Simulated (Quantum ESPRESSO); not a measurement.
## LaMnSi2: parallel and opposed starts: run 2, typed as antiferro +−

Quantum ESPRESSO 7.5; PBEsol; plane waves with GBRV 1.5 PBEsol potentials, no spin-orbit coupling.

pw.in reads:

```
&CONTROL
  calculation = 'scf'
  prefix = 'pwscf'
  outdir = './tmp'
  pseudo_dir = './pseudo'
  disk_io = 'nowf'
/
&SYSTEM
  ibrav = 0
  nat = 8
  ntyp = 4
  ecutwfc = 40
  ecutrho = 280
  nbnd = 46
  occupations = 'smearing'
  smearing = 'fd'
  degauss = 0.00734986
  nspin = 2
  starting_magnetization(1) = 0
  starting_magnetization(2) = 0.2333
  starting_magnetization(3) = -0.2333
  starting_magnetization(4) = 0
/
&ELECTRONS
  conv_thr = 1.6d-08
  electron_maxstep = 150
  mixing_beta = 0.3
/
ATOMIC_SPECIES
La    138.9055 la_pbesol_v1.uspp.F.UPF
Mn1    54.9380 mn_pbesol_v1.5.uspp.F.UPF
Mn2    54.9380 mn_pbesol_v1.5.uspp.F.UPF
Si     28.0850 si_pbesol_v1.uspp.F.UPF
CELL_PARAMETERS angstrom
   2.0955000000   -8.8400000000    0.0000000000
   2.0955000000    8.8400000000    0.0000000000
   0.0000000000    0.0000000000    4.0730000000
ATOMIC_POSITIONS crystal
La      0.8948000000    0.1052000000    0.2500000000
La      0.1052000000    0.8948000000    0.7500000000
Mn1     0.2522000000    0.7478000000    0.2500000000
Mn2     0.7478000000    0.2522000000    0.7500000000
Si      0.5450000000    0.4550000000    0.2500000000
Si      0.4550000000    0.5450000000    0.7500000000
Si      0.6840000000    0.3160000000    0.2500000000
Si      0.3160000000    0.6840000000    0.7500000000
K_POINTS automatic
6 6 6 0 0 0
```

Launch:

```console
> OMP_NUM_THREADS=1 mpirun -n 4 pw.x -nk 4 -in pw.in > pw.out
```

**Question.** What does this run give for the spin moment in the atom's sphere?

Opposed moments of equal size cancel, so the cell has no net moment. Symmetry leaves 4 kinds of site among the 8 atoms, and equivalent atoms carry values of equal size.

Spin density in the bc plane of the conventional cell at fractional x = 0.000, with atoms of La and Mn and Si within 0.2 Å of it.

Valence density in the bc plane of the conventional cell at fractional x = 0.000, with atoms of La and Mn and Si within 0.2 Å of it. It is the smooth field of the valence electrons, not physical close to the nuclei.

Spin moment in the atom's sphere by atom:

```tsv
atom	spin moment in the atom's sphere (μB)
La1	0.00
La2	0.00
Mn3	2.08
Mn4	-2.08
Si5	0.00
Si6	0.00
Si7	0.00
Si8	0.00
```

Read from the output:

```
magnetization          : 0 μB
absolute magnetization : 5.073 μB
final state            : antiferromagnetic
```

Ten even steps from '0' (-3.1 e/Å³) to '9' (2.8 e/Å³), each cell a mean:
```
55555555555555555555555555555555555555555555
55555555555555555555555555555555886555555555
55555555555555555555555555555556996555555555
55555555555555555555555555555555675555555555
55555555555555555555555555555555555555555555
55555555554445555555555555555555555555555555
55555555543135555555555555555555555555555555
55555555541034555555555555555555555555555555
55555555544345555555555555555555555555555555
55555555555455555555555555555555555555555555
```
Columns run along b (17.7 Å), rows up along c (4.1 Å), edges of the conventional cell, whose origin can differ from the input's. Atoms in or near the plane, at fractional coordinates: La at (0.11, 0.75), La at (0.89, 0.25), Mn at (0.75, 0.75), Mn at (0.25, 0.25), Si at (0.45, 0.75), Si at (0.55, 0.25), Si at (0.32, 0.75), Si at (0.68, 0.25).

Ten steps, logarithmic in the rise over the least value, from '0' (-1 e/Å³) to '9' (15 e/Å³), each cell a mean:
```
33455554334444444444444444334444664433444333
34554554334444444444444433333446997443333333
34552354434444544444544433333447998443333333
34455554334444444444444443333445886443333333
33455544344444444444444444444444544434444433
33344443445654443334444444444444444344555443
33333333459984433333444444444444443345545543
33333333469985433333444454444454443345504543
33333333457864443333444444444444443345555543
33344444444544444444444444444444444344555433
```
Columns run along b (17.7 Å), rows up along c (4.1 Å), edges of the conventional cell, whose origin can differ from the input's. Atoms in or near the plane, at fractional coordinates: La at (0.11, 0.75), La at (0.89, 0.25), Mn at (0.75, 0.75), Mn at (0.25, 0.25), Si at (0.45, 0.75), Si at (0.55, 0.25), Si at (0.32, 0.75), Si at (0.68, 0.25).

[Logs and program files are shortened in this print: banners, set-up blocks, solver, clock and traceback lines can be left out without a mark of their own.]

[Logs are printed without paths, hosts, clocks, repeated set-up lines and the standing remarks that a program may print on its own settings, such as how far it seeks lower states.]

[Hosts, paths, dates, database ids (printed as entryN), source tags and the programs' standing remarks are cut or masked in the printed files.]

[Where a cell is said to come from a database of computed structures, the database is the Materials Project.]
